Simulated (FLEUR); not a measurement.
# Gd (Gadolinium): which magnetic order is lowest

Aim: find out whether Gd (Gadolinium) carries moments, and which collinear order costs least.

Calculated with FLEUR MaX-R8.1; PBE with U = 6 eV on Gd f; all-electron FLAPW, Dirac cores, scalar-relativistic bands.

This is a report of a sequence of runs, with most program output left out.

### Step 1. Starting point

It takes space group P6_3/mmc (No. 194, hexagonal). The conventional cell has a = 3.636 Å, b = 3.636 Å, c = 5.783 Å, α = 90.00°, β = 90.00°, γ = 120.00°. Nearest to Gd lie 12 Gd at 3.57 to 3.64 Å.

### Step 2. Start 1: ferro ++

The parallel start comes first: it shows whether parallel moments hold. The U counters the self-interaction that shrinks the moments of a localised shell.

The file n_mmp_mat seeds the f occupations with whole cubic orbitals by Hund's first rule, so that the U acts from the first pass. inpgen writes inp.xml from crystal.txt; cutoffs, mixing, functional, smearing and local orbitals are then set in the file. The k list default-1 (kpts.xml, not shown) is a Γ-centred 10×10×6 mesh; where the ranks do not divide the number of points, some are split in two of half the weight.

inp.xml reads:

```
<?xml version="1.0" encoding="UTF-8" standalone="no"?>
<fleurInput fleurInputVersion="0.39">
   <comment>
      Gd
   </comment>
   <calculationSetup>
      <cutoffs Kmax="3.6" Gmax="10.8" GmaxXC="10.8" numbands="0"/>
      <scfLoop itmax="120" minDistance="0.0001" maxIterBroyd="15" imix="Anderson" alpha="0.05" precondParam="0.0" spinf="2.0" sdNocoIR="T"/>
      <coreElectrons ctail="T" frcor="F" kcrel="0" coretail_lmax="0"/>
      <xcFunctional name="pbe" relativisticCorrections="F"/>
      <magnetism jspins="2"/>
      <soc l_soc="F" theta="0.0" phi="0.0" spav="F"/>
      <expertModes spex="0" secvar="F"/>
      <geometryOptimization l_f="F" forcealpha="1.0" forcemix="BFGS" epsdisp="0.00001" epsforce="0.00001"/>
      <ldaU l_linMix="F" mixParam="0.05" spinf="1.0"/>
   </calculationSetup>
   <cell>
      <bzIntegration valenceElectrons="36.0" mode="hist" fermiSmearingEnergy="0.00183747">
         <kPointListSelection listName="default-1"/>
         <xi:include xmlns:xi="http://www.w3.org/2001/XInclude" href="kpts.xml"> </xi:include>
      </bzIntegration>
      <xi:include xmlns:xi="http://www.w3.org/2001/XInclude" href="sym.xml"> </xi:include>
      <bulkLattice scale="1.0">
         <bravaisMatrix>
            <row-1>    6.8710441890833946    -0.0000000000188973     0.0000000000000000</row-1>
            <row-2>   -3.4355220945416973     5.9504988182763174     0.0000000000000000</row-2>
            <row-3>    0.0000000000000000     0.0000000000000000    10.9275302881119600</row-3>
         </bravaisMatrix>
      </bulkLattice>
   </cell>
   <atomSpecies>
      <species name="Gadolinium7.000" element="Gd" atomicNumber="64">
         <mtSphere radius="2.8" gridPoints="925" logIncrement="0.014"/>
         <atomicCutoffs lmax="10" lnonsphr="8"/>
         <electronConfig flipSpins="F">
            <coreConfig>(1s1/2) (2s1/2) (2p1/2) (2p3/2) (3s1/2) (3p1/2) (3p3/2) (4s1/2) (3d3/2) (3d5/2) (4p1/2) (4p3/2) (4d3/2) (4d5/2)</coreConfig>
            <valenceConfig>(5s1/2) (5p1/2) (5p3/2) (6s1/2) (4f5/2) (4f7/2) (5d3/2) (5d5/2)</valenceConfig>
            <stateOccupation state="(4f5/2)" spinUp="2.5" spinDown="0.5"/>
            <stateOccupation state="(4f7/2)" spinUp="4.0" spinDown="0.0"/>
            <stateOccupation state="(5d3/2)" spinUp="0.4" spinDown="0.0"/>
            <stateOccupation state="(5d5/2)" spinUp="0.6" spinDown="0.0"/>
         </electronConfig>
         <energyParameters s="6" p="6" d="5" f="4"/>
         <ldaU l="3" U="6.0" J="0.0" l_amf="F"/>
         <lo type="SCLO" l="0" n="5" eDeriv="0"/>
         <lo type="SCLO" l="1" n="5" eDeriv="0"/>
      </species>
   </atomSpecies>
   <atomGroups>
      <atomGroup species="Gadolinium7.000">
         <relPos label="                   1">1.000/3.000 -1.000/3.000 1.000/4.000</relPos>
         <relPos label="                   2">-1.000/3.000 1.000/3.000 -1.000/4.000</relPos>
         <force calculate="T" relaxXYZ="TTT"/>
      </atomGroup>
   </atomGroups>
   <output dos="F" band="F" slice="F">
      <bandDOS minEnergy="-.5*Htr" maxEnergy="0.5*Htr" sigma="0.015" storeEVData="T"/>
      <plotting iplot="0" polar="F">
         <plot TwoD="T" vec1="  1.0  0.0  0.0" vec2="  0.0  1.0  0.0" vec3="  0.0  0.0  1.0" zero="  0.0  0.0  0.0" file="plot"/>
      </plotting>
      <moessbauerParams electricFieldGradient="F" isomerShift="F" coreHyperfine="F" valenceHyperfine="F"/>
   </output>
</fleurInput>
```

crystal.txt reads:

```
Gd
&input film=F cartesian=F /
3.63600000002  -0.00000000001  0.00000000000
-1.81800000001  3.14886836818  0.00000000000
0.00000000000  0.00000000000  5.78260000000
1.8897261246
1.0 1.0 1.0

2
64 0.33333333333  0.66666666667  0.25000000000 : 7.000
64 0.66666666667  0.33333333333  0.75000000000 : 7.000

&kpt div1=10 div2=10 div3=6 gamma=T /
```

Launch:

```sh
> OMP_NUM_THREADS=1 inpgen -f crystal.txt > inpgen.log  # inp.xml is then edited as shown
> OMP_NUM_THREADS=1 mpirun -n 4 fleur_MPI > fleur.log
```

Wall time 56 s (4 MPI ranks of Intel Xeon Platinum 8259CL at 2.50GHz (Skylake/Cascade Lake), shared host); peak memory 0.25 GiB; 3.7 min of CPU time.

Numbers from this step:

| Quantity | Value |
| --- | --- |
| free energy | -613919.1126 eV |
| program's band gap on this mesh (in a metal only a level spacing) | 0.005476 eV |
| magnetization | 15.55 μB |
| final state | ferromagnetic |
| largest moment | 7.377 μB |

After 18 cycles the largest moment stands at 7.38 μB.

### Step 3. Order 2, typed as antiferro +-

An opposed order shows whether neighbours prefer unlike signs.

Changes to inp.xml since step 2:

```diff
@@ -47,2 +47,18 @@
       </species>
+      <species name="Gadolinium-7.000" element="Gd" atomicNumber="64">
+         <mtSphere radius="2.8" gridPoints="925" logIncrement="0.014"/>
+         <atomicCutoffs lmax="10" lnonsphr="8"/>
+         <electronConfig flipSpins="F">
+            <coreConfig>(1s1/2) (2s1/2) (2p1/2) (2p3/2) (3s1/2) (3p1/2) (3p3/2) (4s1/2) (3d3/2) (3d5/2) (4p1/2) (4p3/2) (4d3/2) (4d5/2)</coreConfig>
+            <valenceConfig>(5s1/2) (5p1/2) (5p3/2) (6s1/2) (4f5/2) (4f7/2) (5d3/2) (5d5/2)</valenceConfig>
+            <stateOccupation state="(4f5/2)" spinUp="0.5" spinDown="2.5"/>
+            <stateOccupation state="(4f7/2)" spinUp="0.0" spinDown="4.0"/>
+            <stateOccupation state="(5d3/2)" spinUp="0.0" spinDown="0.4"/>
+            <stateOccupation state="(5d5/2)" spinUp="0.0" spinDown="0.6"/>
+         </electronConfig>
+         <energyParameters s="6" p="6" d="5" f="4"/>
+         <ldaU l="3" U="6.0" J="0.0" l_amf="F"/>
+         <lo type="SCLO" l="0" n="5" eDeriv="0"/>
+         <lo type="SCLO" l="1" n="5" eDeriv="0"/>
+      </species>
    </atomSpecies>
@@ -51,2 +67,5 @@
          <relPos label="                   1">1.000/3.000 -1.000/3.000 1.000/4.000</relPos>
+         <force calculate="T" relaxXYZ="TTT"/>
+      </atomGroup>
+      <atomGroup species="Gadolinium-7.000">
          <relPos label="                   2">-1.000/3.000 1.000/3.000 -1.000/4.000</relPos>
```

Changes to crystal.txt since step 2:

```diff
@@ -10,3 +10,3 @@
 64 0.33333333333  0.66666666667  0.25000000000 : 7.000
-64 0.66666666667  0.33333333333  0.75000000000 : 7.000
+64 0.66666666667  0.33333333333  0.75000000000 : -7.000
```

It took 1.7 min on 4 MPI ranks; peak memory 0.32 GiB; 6.9 min of CPU time.

Numbers from this step:

| Quantity | Value |
| --- | --- |
| free energy | -613919.0311 eV |
| magnetization | 0 μB |
| final state | antiferromagnetic |
| largest moment | 7.318 μB |

It lies 40.7 meV a seeded atom over the first start, and its largest moment is 7.32 μB against 7.38 μB.

### Step 4. Run 3 (antiferro q=(0,0,1/2) +-+-)

Another pattern of signs weighs the neighbour shells otherwise.

This order needs a doubled cell of 4 atoms. The mesh is halved along the doubled vector, so that both cells sample the same points. The k list default-1 (kpts.xml, not shown) is a Γ-centred 10×10×3 mesh.

Changes to inp.xml since step 3:

```diff
@@ -17,3 +17,3 @@
    <cell>
-      <bzIntegration valenceElectrons="36.0" mode="hist" fermiSmearingEnergy="0.00183747">
+      <bzIntegration valenceElectrons="72.0" mode="hist" fermiSmearingEnergy="0.00183747">
          <kPointListSelection listName="default-1"/>
@@ -26,3 +26,3 @@
             <row-2>   -3.4355220945416973     5.9504988182763174     0.0000000000000000</row-2>
-            <row-3>    0.0000000000000000     0.0000000000000000    10.9275302881119600</row-3>
+            <row-3>    0.0000000000000000     0.0000000000000000    21.8550605762239201</row-3>
          </bravaisMatrix>
@@ -66,3 +66,4 @@
       <atomGroup species="Gadolinium7.000">
-         <relPos label="                   1">1.000/3.000 -1.000/3.000 1.000/4.000</relPos>
+         <relPos label="                   1">1.000/3.000 -1.000/3.000 -1.000/8.000</relPos>
+         <relPos label="                   3">-1.000/3.000 1.000/3.000 1.000/8.000</relPos>
          <force calculate="T" relaxXYZ="TTT"/>
@@ -70,3 +71,4 @@
       <atomGroup species="Gadolinium-7.000">
-         <relPos label="                   2">-1.000/3.000 1.000/3.000 -1.000/4.000</relPos>
+         <relPos label="                   2">1.000/3.000 -1.000/3.000 3.000/8.000</relPos>
+         <relPos label="                   4">-1.000/3.000 1.000/3.000 -3.000/8.000</relPos>
          <force calculate="T" relaxXYZ="TTT"/>
```

crystal.txt reads:

```
Gd
&input film=F cartesian=F /
3.63600000002  -0.00000000001  0.00000000000
-1.81800000001  3.14886836818  0.00000000000
0.00000000000  0.00000000000  11.56520000000
1.8897261246
1.0 1.0 1.0

4
64 0.33333333333  0.66666666667  0.12500000000 : 7.000
64 0.33333333333  0.66666666667  0.62500000000 : -7.000
64 0.66666666667  0.33333333333  0.37500000000 : 7.000
64 0.66666666667  0.33333333333  0.87500000000 : -7.000

&kpt div1=10 div2=10 div3=3 gamma=T /
```

Elapsed: 3.6 min, on 4 MPI ranks; peak memory 0.4 GiB.

Spin moment in the muffin-tin sphere by atom:

```
atom  spin moment in the muffin-tin sphere (μB)
 Gd1                                       7.37
 Gd2                                      -7.37
 Gd3                                       7.37
 Gd4                                      -7.37
```

Numbers from this step:

```
free energy                                                       : -1227838.1352 eV
program's band gap on this mesh (in a metal only a level spacing) : 1.40e-5 eV
magnetization                                                     : 0 μB
final state                                                       : antiferromagnetic
```

It lies 22.5 meV a seeded atom over the first start, and its largest moment is 7.37 μB against 7.38 μB.

### Step 5. Start 4: antiferro q=(0,1/2,0) +-+-

This order needs a doubled cell of 4 atoms. The mesh is halved along the doubled vector, so that both cells sample the same points. The k list default-1 (kpts.xml, not shown) is a Γ-centred 10×5×6 mesh.

Changes to inp.xml since step 4:

```diff
@@ -24,5 +24,5 @@
          <bravaisMatrix>
-            <row-1>    6.8710441890833946    -0.0000000000188973     0.0000000000000000</row-1>
-            <row-2>   -3.4355220945416973     5.9504988182763174     0.0000000000000000</row-2>
-            <row-3>    0.0000000000000000     0.0000000000000000    21.8550605762239201</row-3>
+            <row-1>    6.8710441890456000     0.0000000000000000     0.0000000000000000</row-1>
+            <row-2>   -6.8710441890456000    11.9009976366282224     0.0000000000000000</row-2>
+            <row-3>    0.0000000000000000     0.0000000000000000    10.9275302881119600</row-3>
          </bravaisMatrix>
@@ -66,4 +66,4 @@
       <atomGroup species="Gadolinium7.000">
-         <relPos label="                   1">1.000/3.000 -1.000/3.000 -1.000/8.000</relPos>
-         <relPos label="                   3">-1.000/3.000 1.000/3.000 1.000/8.000</relPos>
+         <relPos label="                   1">1.000/3.000 1.000/12.000 1.000/4.000</relPos>
+         <relPos label="                   3">-1.000/3.000 -1.000/12.000 -1.000/4.000</relPos>
          <force calculate="T" relaxXYZ="TTT"/>
@@ -71,4 +71,4 @@
       <atomGroup species="Gadolinium-7.000">
-         <relPos label="                   2">1.000/3.000 -1.000/3.000 3.000/8.000</relPos>
-         <relPos label="                   4">-1.000/3.000 1.000/3.000 -3.000/8.000</relPos>
+         <relPos label="                   2">1.000/3.000 -5.000/12.000 1.000/4.000</relPos>
+         <relPos label="                   4">-1.000/3.000 5.000/12.000 -1.000/4.000</relPos>
          <force calculate="T" relaxXYZ="TTT"/>
```

crystal.txt reads:

```
Gd
&input film=F cartesian=F /
3.63600000000  0.00000000000  0.00000000000
-3.63600000000  6.29773673640  0.00000000000
0.00000000000  0.00000000000  5.78260000000
1.8897261246
1.0 1.0 1.0

4
64 0.33333333340  0.33333333340  0.25000000000 : 7.000
64 0.33333333335  0.83333333335  0.25000000000 : -7.000
64 0.66666666660  0.16666666660  0.75000000000 : 7.000
64 0.66666666665  0.66666666665  0.75000000000 : -7.000

&kpt div1=10 div2=5 div3=6 gamma=T /
```

It took 8.8 min on 4 MPI ranks; peak memory 0.56 GiB.

Numbers from this step:

```
free energy                                                       : -1227838.0300 eV
program's band gap on this mesh (in a metal only a level spacing) : 1.10e-9 eV
magnetization                                                     : 0 μB
final state                                                       : antiferromagnetic
largest moment                                                    : 7.330 μB
```

It lies 48.8 meV a seeded atom over the first start, and its largest moment is 7.33 μB against 7.38 μB.

### Step 6. Run 5 (antiferro q=(0,1/2,0) +--+)

Reversing part of the moments tests the sign of the couplings between them.

This order needs a doubled cell of 4 atoms. The mesh is halved along the doubled vector, so that both cells sample the same points.

Changes to inp.xml since step 5:

```diff
@@ -66,4 +66,4 @@
       <atomGroup species="Gadolinium7.000">
-         <relPos label="                   1">1.000/3.000 1.000/12.000 1.000/4.000</relPos>
-         <relPos label="                   3">-1.000/3.000 -1.000/12.000 -1.000/4.000</relPos>
+         <relPos label="                   1">1.000/3.000 1.000/3.000 1.000/4.000</relPos>
+         <relPos label="                   4">-1.000/3.000 -1.000/3.000 -1.000/4.000</relPos>
          <force calculate="T" relaxXYZ="TTT"/>
@@ -71,4 +71,4 @@
       <atomGroup species="Gadolinium-7.000">
-         <relPos label="                   2">1.000/3.000 -5.000/12.000 1.000/4.000</relPos>
-         <relPos label="                   4">-1.000/3.000 5.000/12.000 -1.000/4.000</relPos>
+         <relPos label="                   2">1.000/3.000 -1.000/6.000 1.000/4.000</relPos>
+         <relPos label="                   3">-1.000/3.000 1.000/6.000 -1.000/4.000</relPos>
          <force calculate="T" relaxXYZ="TTT"/>
```

Changes to crystal.txt since step 5:

```diff
@@ -11,4 +11,4 @@
 64 0.33333333335  0.83333333335  0.25000000000 : -7.000
-64 0.66666666660  0.16666666660  0.75000000000 : 7.000
-64 0.66666666665  0.66666666665  0.75000000000 : -7.000
+64 0.66666666665  0.16666666665  0.75000000000 : -7.000
+64 0.66666666660  0.66666666660  0.75000000000 : 7.000
```

Elapsed: 8.2 min, on 4 MPI ranks; peak memory 0.55 GiB.

This step gave:

```
free energy                                                       : -1227837.9569 eV
program's band gap on this mesh (in a metal only a level spacing) : 1.10e-8 eV
magnetization                                                     : 0 μB
final state                                                       : antiferromagnetic
largest moment                                                    : 7.258 μB
```

It lies 67.1 meV a seeded atom over the first start, and its largest moment is 7.26 μB against 7.38 μB.

[end of part 1 of 2]

[Logs and program files are shortened in this print: banners, set-up blocks, solver, clock and traceback lines can be left out without a mark of their own.]

[Logs are printed without paths, hosts, clocks, repeated set-up lines and the standing remarks that a program may print on its own settings, such as how far it seeks lower states.]

[Hosts, paths, dates, database ids (printed as entryN), source tags and the programs' standing remarks are cut or masked in the printed files.]

[Where a cell is said to come from a database of computed structures, the database is the Materials Project.]
